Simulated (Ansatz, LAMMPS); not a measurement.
# Structural relaxation of glassy NaFeSi2O6 (120 atoms), part 2 of 4

Aim: bring glassy NaFeSi2O6 (120 atoms) to a nearby minimum of the energy and see what moves.

Ansatz 0.2.0; Kohn-Sham DFT, LDA, PAW (set soft_2), plane waves.

The cell: 12 Fe, 12 Na, 72 O and 24 Si. The quench rate of 10 K/ps far exceeds what a furnace or splat quench reaches. The starting topology of bonds comes from the classical model. Without a Hubbard term or exact exchange, open shells on Fe are likely too delocalised. Sampling is at Γ alone, for a cell whose shortest periodic width is 12 Å.

So far. Step 3 (Single point at the start): The r.m.s. force component of 1.2 eV/Å sets the starting point.

### 4. Relaxation

With the cell held, the atoms are moved downhill towards a nearby minimum.

input.yaml reads:

```yaml
crystal:
  lattice:
    - [11.8563, 0.0, 0.0]
    - [0.0, 11.8563, 0.0]
    - [0.0, 0.0, 11.8563]
  atoms:
    [... the 120 atom lines of step 3 ...]
magnetization:
  spin_polarized: true
kpoints:
  mp_grid: { grid: [1, 1, 1] }
hamiltonian:
  xc: lda
scf:
  occupations: { method: gaussian, width: 0.05 }
  lower_state_search: "off"
output:
  forces: true
relax:
  f_tol: 0.05
  max_steps: 63
```

Run with:

```
ansatz run input.yaml --threads 4 --pin off --max-ram 8192MiB --backend cpu --events-out ev --progress --plain --runs-dir out
```

Numbers of over 12 decimals in the logs are rounded to 6 here.

Log:

```text
[...]
Crystal: 120 atoms, lattice volume = 1666.662 Å³
Basis set: ecut = 420 eV, 32531 PW (Γ)
Bands: 564, of which v1, the nominal top of the filled ones, is band 414 counted from 1 (413 counted from 0)
Symmetry: 1 space group operations
[...]
k-points: 1
[...]
Starting moments: Σ|m| = 60 μB on 12 of 120 sites
[...]
SCF iter   1: F=—  HF=-125431.497353 eV  |F-HF|=—  |Δ(HF+E_count)|=         —  Δρ=2.10e-1 (↑2.10e-1 ↓2.07e-1)  dr2=2.96e3  dr2_m=2.80e2  M=1.213 μB ∫|m|=16.126 μB  β_m=0.30  ethr=3.10e-3  ⟨swp⟩=6.0  Hψ=4519  notcnv=0  defer=128
[...]
SCF iter  29: F=-125296.495102 eV  HF=-125296.495133 eV  |F-HF|=3.07e-5  |Δ(HF+E_count)|=   1.44e-5  Δρ=3.03e-5 (↑2.99e-5 ↓3.03e-5)  dr2=6.12e-5  dr2_m=3.38e-6  M=-0.000 μB ∫|m|=54.551 μB  ethr=7.55e-9  ⟨swp⟩=4.0  Hψ=2784  notcnv=0
SCF 1 converged in 29 iterations: F = -125296.495102 eV  dr2 = 6.12e-5
[...]
relax step   1: F+E_penalty+E_count = -125296.49510184 eV  Δ(F+E_penalty+E_count) = +0.000e0 eV  max|allowed force component| = 4.617e0 eV/Å  Δτ_max = 0.0000 Å  (29 SCF iters, dr2 threshold 6.25e-5 eV, accepted)
[... from here on, the SCF cycles and remarks between the steps are left out ...]
relax step   2: F+E_penalty+E_count = -125301.15854078 eV  Δ(F+E_penalty+E_count) = -4.663e0 eV  max|allowed force component| = 2.927e0 eV/Å  Δτ_max = 0.1950 Å  (12 SCF iters, dr2 threshold 1.00e-4 eV, accepted)
relax step   3: F+E_penalty+E_count = -125304.45726118 eV  Δ(F+E_penalty+E_count) = -3.299e0 eV  max|allowed force component| = 1.003e0 eV/Å  Δτ_max = 0.1984 Å  (13 SCF iters, dr2 threshold 1.00e-4 eV, accepted)
relax step   4: F+E_penalty+E_count = -125305.22076395 eV  Δ(F+E_penalty+E_count) = -7.635e-1 eV  max|allowed force component| = 6.203e-1 eV/Å  Δτ_max = 0.1958 Å  (12 SCF iters, dr2 threshold 1.00e-4 eV, accepted)
relax step   5: F+E_penalty+E_count = -125305.67553897 eV  Δ(F+E_penalty+E_count) = -4.548e-1 eV  max|allowed force component| = 5.017e-1 eV/Å  Δτ_max = 0.1950 Å  (12 SCF iters, dr2 threshold 4.52e-5 eV, accepted)
relax step   6: F+E_penalty+E_count = -125305.93194705 eV  Δ(F+E_penalty+E_count) = -2.564e-1 eV  max|allowed force component| = 4.463e-1 eV/Å  Δτ_max = 0.2000 Å  (11 SCF iters, dr2 threshold 9.63e-5 eV, accepted)
relax step   7: F+E_penalty+E_count = -125306.20707464 eV  Δ(F+E_penalty+E_count) = -2.751e-1 eV  max|allowed force component| = 3.329e-1 eV/Å  Δτ_max = 0.1927 Å  (11 SCF iters, dr2 threshold 1.00e-4 eV, accepted)
relax step   8: F+E_penalty+E_count = -125306.34771016 eV  Δ(F+E_penalty+E_count) = -1.406e-1 eV  max|allowed force component| = 4.945e-1 eV/Å  Δτ_max = 0.1951 Å  (13 SCF iters, dr2 threshold 6.17e-5 eV, accepted)
relax step   9: F+E_penalty+E_count = -125306.47274582 eV  Δ(F+E_penalty+E_count) = -1.250e-1 eV  max|allowed force component| = 4.569e-1 eV/Å  Δτ_max = 0.2000 Å  (12 SCF iters, dr2 threshold 1.00e-4 eV, accepted)
relax step  10: F+E_penalty+E_count = -125306.53688320 eV  Δ(F+E_penalty+E_count) = -6.414e-2 eV  max|allowed force component| = 2.799e-1 eV/Å  Δτ_max = 0.1921 Å  (12 SCF iters, dr2 threshold 1.00e-4 eV, accepted)
relax step  11: F+E_penalty+E_count = -125306.57420952 eV  Δ(F+E_penalty+E_count) = -3.733e-2 eV  max|allowed force component| = 1.754e-1 eV/Å  Δτ_max = 0.1029 Å  (13 SCF iters, dr2 threshold 2.94e-5 eV, accepted)
relax step  12: F+E_penalty+E_count = -125306.52837932 eV  Δ(F+E_penalty+E_count) = +4.583e-2 eV  max|allowed force component| = 5.481e-1 eV/Å  Δτ_max = 0.2000 Å  (15 SCF iters, dr2 threshold 1.15e-5 eV, rejected (line search))
relax step  13: F+E_penalty+E_count = -125306.63851399 eV  Δ(F+E_penalty+E_count) = -6.430e-2 eV  max|allowed force component| = 1.154e-1 eV/Å  Δτ_max = 0.0886 Å  (19 SCF iters, accepted)
relax step  14: F+E_penalty+E_count = -125306.64990431 eV  Δ(F+E_penalty+E_count) = -1.139e-2 eV  max|allowed force component| = 1.124e-1 eV/Å  Δτ_max = 0.1000 Å  (13 SCF iters, dr2 threshold 5.23e-6 eV, accepted)
relax step  15: F+E_penalty+E_count = -125306.63348517 eV  Δ(F+E_penalty+E_count) = +1.642e-2 eV  max|allowed force component| = 1.390e-1 eV/Å  Δτ_max = 0.1500 Å  (13 SCF iters, dr2 threshold 5.47e-6 eV, rejected (line search))
relax step  16: F+E_penalty+E_count = -125306.65055276 eV  Δ(F+E_penalty+E_count) = -6.485e-4 eV  max|allowed force component| = 1.277e-1 eV/Å  Δτ_max = 0.0750 Å  (18 SCF iters, accepted)
relax step  17: F+E_penalty+E_count = -125306.66316460 eV  Δ(F+E_penalty+E_count) = -1.261e-2 eV  max|allowed force component| = 4.961e-2 eV/Å  Δτ_max = 0.0729 Å  (10 SCF iters, dr2 threshold 1.55e-5 eV, accepted)
relax step  18: F+E_penalty+E_count = -125306.66316723 eV  Δ(F+E_penalty+E_count) = -2.632e-6 eV  max|allowed force component| = 4.952e-2 eV/Å  Δτ_max = 0.0000 Å  (8 SCF iters, accepted)
SCF converged after 8 iterations
Magnetization: 0.0001 μB (414.0000 up, 414.0000 down)
Absolute magnetization: 53.2361 μB (∫|ρ↑−ρ↓|, with the PAW one-centre terms)
[...]
Per-site moments (μB) at R_I (Å): [(3.208184, 0.728122), (3.579968, 0.761123), (-3.113049, 0.741666), (3.505700, 0.753681), (3.596121, 0.778791), [...]
Free energy (F): -125306.663167 eV
[...]
Internal energy: -125306.663158 eV  (E = F + TS)
E sigma→0 (E₀):  -125306.663163 eV
Entropy (-TS):   -0.000009 eV (-0.000 meV/atom)
Fermi energy:    4.561788 eV
[...]
--- Forces (eV/Å), atoms counted from 1 ---
  atom   1  Fe    -0.01032073    -0.02168271    -0.00041361
  atom   2  Fe    -0.00093011     0.03074603     0.00885579
  atom   3  Fe    -0.01503839    -0.01177172    -0.03436196
  atom   4  Fe    -0.01290737    -0.01674118     0.01925006
  atom   5  Fe    -0.04951527    -0.03517133    -0.00335700
  atom   6  Fe    -0.00025238    -0.01920677    -0.00881802
  atom   7  Fe    -0.01682411    -0.00754298    -0.02354161
  atom   8  Fe    -0.00458974    -0.02017000    -0.00414926
  atom   9  Fe     0.02600167     0.00041325    -0.00341049
  atom  10  Fe    -0.01258143    -0.00349362    -0.00141036
  atom  11  Fe     0.01848650     0.00222164    -0.01477633
  atom  12  Fe     0.01171145     0.02756022     0.01097854
  atom  13  Na    -0.00843625     0.00498631     0.00112732
  atom  14  Na     0.01694644    -0.00498146    -0.01203410
[...]
atom 119  Si     0.00230800     0.01189430     0.01518518
  atom 120  Si    -0.00493321     0.01152182     0.00756844
  max |Σ_I F_I| component: 1.76e-4 eV/Å
--- Relaxed structure (18 steps of the walk, 16 accepted, 0 SCFs on fresh bases) ---
  F+E_penalty+E_count = -125306.66316723 eV   max|allowed force component| = 4.952e-2 eV/Å
  atoms:
    - { symbol: Fe, position: [0.045870, 0.985471, 0.509767] }
    - { symbol: Fe, position: [0.847396, 0.051292, 0.645636] }
    - { symbol: Fe, position: [0.148538, 0.429988, 0.506509] }
    - { symbol: Fe, position: [0.390825, 0.716866, 0.766078] }
[...]
- { symbol: Si, position: [0.524844, 0.287269, 0.623078] }
```

Elapsed: 8.1 min, on 4 threads of Intel Xeon 6975P-C (Granite Rapids), shared host; peak memory 4.3 GiB; 32 min of CPU time.

Step by step:

| step | energy less that of the first step (eV) | largest force component (eV/Å) |
| --- | --- | --- |
| 1 | 0.0000 | 4.6171 |
| 2 | -4.6634 | 2.9269 |
| 3 | -7.9622 | 1.0030 |
| 4 | -8.7257 | 0.6203 |
| 5 | -9.1804 | 0.5017 |
| 6 | -9.4368 | 0.4463 |
| 7 | -9.7120 | 0.3329 |
| 8 | -9.8526 | 0.4945 |
| 9 | -9.9776 | 0.4569 |
| 10 | -10.0418 | 0.2799 |
| 11 | -10.0791 | 0.1754 |
| 12 | -10.0333 | 0.5481 |
| 13 | -10.1434 | 0.1154 |
| 14 | -10.1548 | 0.1124 |
| 15 | -10.1384 | 0.1390 |
| 16 | -10.1555 | 0.1277 |
| 17 | -10.1681 | 0.0496 |
| 18 | -10.1681 | 0.0495 |

Relaxation steps 12, 15 were tried and not accepted.

The atoms that moved most (Å):

```
 atom      dx      dy      dz  length
 Na23  -0.757  -0.330   1.151   1.417
 Na18  -0.090  -0.159   0.928   0.946
 Na15  -0.289   0.281  -0.491   0.635
  O94  -0.255   0.258  -0.503   0.620
  O85  -0.447   0.173  -0.324   0.579
  O51  -0.332  -0.213  -0.421   0.577
  O40   0.541   0.099   0.138   0.567
Si110  -0.391  -0.194  -0.352   0.561
```

The relaxation changed the energy by -84.7 meV/atom, and atoms moved by 0.35 Å r.m.s., 1.4 Å at most.

### 5. Distances and neighbours after relaxation

Bonds before and after, by the cutoffs listed below:

```csv
pair,bonds before,bonds after,mean before (Å),mean after (Å),spread before (Å),spread after (Å)
O-Si,96,96,1.613,1.630,0.052,0.024
O-Fe,63,63,2.051,2.003,0.163,0.187
O-Na,59,61,2.597,2.513,0.235,0.203
```

Density 2.76 g/cm³, 13.89 Å³ an atom.

Pair distribution functions g(r), in bins of 0.2 Å:

```csv
r (Å),total,O-O,O-Si,O-Fe,O-Na,Si-Si,Si-Fe
1.50,0.41,0.00,1.70,0.00,0.00,0.00,0.00
1.70,3.03,0.00,12.15,0.97,0.00,0.00,0.00
1.90,0.89,0.00,0.00,7.43,0.00,0.00,0.00
2.10,0.38,0.00,0.00,2.86,0.32,0.00,0.00
2.30,0.38,0.00,0.00,0.57,2.60,0.00,0.00
2.50,0.84,1.30,0.00,0.49,2.48,0.00,0.00
2.70,2.09,5.14,0.00,0.10,1.60,0.00,0.92
2.90,0.70,1.06,0.13,0.18,0.54,1.34,0.55
3.10,0.90,0.83,0.23,0.33,0.23,4.53,2.56
3.30,0.87,0.56,0.64,0.28,0.57,0.66,5.51
3.50,0.93,0.63,1.21,1.01,1.12,0.00,1.34
3.70,0.83,0.60,1.04,1.28,0.79,0.00,0.51
3.90,1.07,0.77,1.64,1.57,0.55,0.44,0.61
4.10,1.12,0.66,2.04,1.69,0.77,0.27,0.27
4.30,1.12,0.82,1.69,1.50,1.03,0.74,0.38
4.50,1.10,1.01,0.82,1.78,1.67,1.01,0.92
4.70,0.95,1.09,0.45,1.04,1.50,1.78,0.73
4.90,1.09,1.39,0.88,0.90,0.96,1.62,1.33
5.10,1.10,1.50,0.87,0.56,0.91,1.70,1.06
5.30,0.97,1.23,0.81,0.47,0.93,0.99,1.24
5.50,0.92,1.00,0.88,0.89,0.79,1.08,0.76
5.70,0.93,0.93,0.95,0.66,1.08,0.85,1.20
```

Bonds by pair of elements; cutoffs follow the first minimum of g(r), held within bounds set by covalent radii, and pairs that aren't listed don't count as bonded:

```
pair A-B  cutoff (Å)  bonds  mean length (Å)  spread (Å)  shortest (Å)  B about A  A about B
    O-Si        2.08     96             1.63       0.024          1.57       1.33          4
    O-Fe        2.63     63             2.00       0.187          1.76      0.875       5.25
    O-Na        3.08     61             2.51       0.203          2.19      0.847       5.08
```

How many atoms have how many bonded neighbours:

```csv
element,mean,2,3,4,5,6,7,8
Fe,5.25,0,0,2,5,5,0,0
Na,5.08,0,2,1,6,1,1,1
O,3.06,15,39,17,1,0,0,0
Si,4,0,0,24,0,0,0,0
```

Bond angles, per cent of each kind in bins of 5°:

```
angle (°)  O-Si-O  O-Fe-O  O-Na-O  Na-O-Si  Fe-O-Si
    50–55     0.0     0.0     0.7      0.0      0.0
    55–60     0.0     0.0     7.3      0.0      0.0
    60–65     0.0     0.0    11.0      0.0      0.0
    65–70     0.0     2.9     8.8      0.0      0.0
    70–75     0.0     4.4     5.9      1.3      0.0
    75–80     0.0     5.8     2.2      4.0      0.0
    80–85     0.0     7.3     4.4      5.3      1.8
    85–90     0.0    12.4     1.5     13.3      1.8
    90–95     0.0    13.9     2.9     16.0      5.3
   95–100     2.8    11.7     6.6      9.3      5.3
  100–105    11.8     9.5     2.2      9.3      1.8
  105–110    43.8     5.1     2.9      4.0      0.0
  110–115    28.5     2.9     7.3      6.7      1.8
  115–120    13.2     1.5     5.1      5.3     12.3
  120–125     0.0     3.6     5.1      8.0     10.5
  125–130     0.0     0.7     6.6      5.3     14.0
  130–135     0.0     0.7     8.1      4.0      7.0
  135–140     0.0     1.5     1.5      1.3     10.5
  140–145     0.0     0.7     0.7      2.7     12.3
  145–150     0.0     1.5     1.5      1.3      3.5
  150–155     0.0     2.2     4.4      0.0      7.0
  155–160     0.0     2.2     0.7      1.3      0.0
  160–165     0.0     2.2     0.0      1.3      1.8
  165–170     0.0     3.6     0.0      0.0      3.5
  170–175     0.0     2.9     2.2      0.0      0.0
  175–180     0.0     0.7     0.0      0.0      0.0
```

Bond angles (no mean is given where the spread exceeds 20°):

```
  angle  count  mean (°)  spread (°)
 O-Si-O    144       109         4.7
 O-Fe-O    137         -           -
 O-Na-O    136         -           -
Na-O-Si     75       106        19.6
Fe-O-Si     57       128        19.2
```

Oxygen atoms by the number of network formers (Si, P, Ge, B, Al, As, Ga) bound to them:

```
network formers bound to O  O atoms  per cent
                         0        3       4.2
                         1       42      58.3
                         2       27      37.5
```

Network units: each former by its oxygen neighbours and how many of them bridge to another former:

```csv
former,O neighbours,bridging O,atoms
Si,4,1,6
Si,4,2,7
Si,4,3,10
Si,4,4,1
```

Bond length by coordination (bonds to H left out):

```
element  coordination  atoms  mean bond length (Å)
     Fe             4      2                  1.90
     Fe             5      5                     2
     Fe             6      5                  2.03
     Na             3      2                  2.37
     Na             4      1                  2.38
     Na             5      6                  2.52
     Na             6      1                  2.54
     Na             7      1                  2.53
     Na             8      1                  2.64
      O             2     15                  1.65
      O             3     39                  1.95
      O             4     17                  2.15
      O             5      1                  2.38
```

Rings of the network by King's shortest-path rule, up to 12 atoms, one path for each pair of neighbours; H, halogens, alkali and alkaline-earth atoms are left out, and the last column divides by all other atoms, bonded or not:

| ring size (atoms) | rings | per network atom |
| --- | --- | --- |
| 4 | 14 | 0.13 |
| 6 | 25 | 0.231 |
| 8 | 39 | 0.361 |
| 10 | 36 | 0.333 |
| 12 | 25 | 0.231 |

For some of the pairs, g(r) has its first main peak near 2.7 Å (O-O), 1.6 Å (O-Si), 1.9 Å (O-Fe), 2.4 Å (O-Na), 3.1 Å (Si-Si) and 3.3 Å (Si-Fe). With the cutoffs above, 42 % of Fe atoms have 5 and as many 6, 50 % of Na atoms have 5, 54 % of O atoms have 3 and all Si atoms have 4 bonded neighbours. The O-Si-O angle averages 109° with a spread of 5°. Counting bonds to Si alone, not to Fe, 38 % of the oxygens join two of these atoms and 58 % one; 4 % join none. The commonest Si unit has 4 oxygens, 3 of them shared with other formers (10 of 24 atoms). Rings of 8 atoms are the most common (28 % of those counted); sizes run from 4 to 12, where the search stops.

(Part 2 of 4 ends here.)

[Logs are printed without paths, hosts, clocks, repeated set-up lines and the standing remarks that a program may print on its own settings, such as how far it seeks lower states.]

[Hosts, paths, dates, database ids (printed as entryN), source tags and the programs' standing remarks are cut or masked in the printed files.]
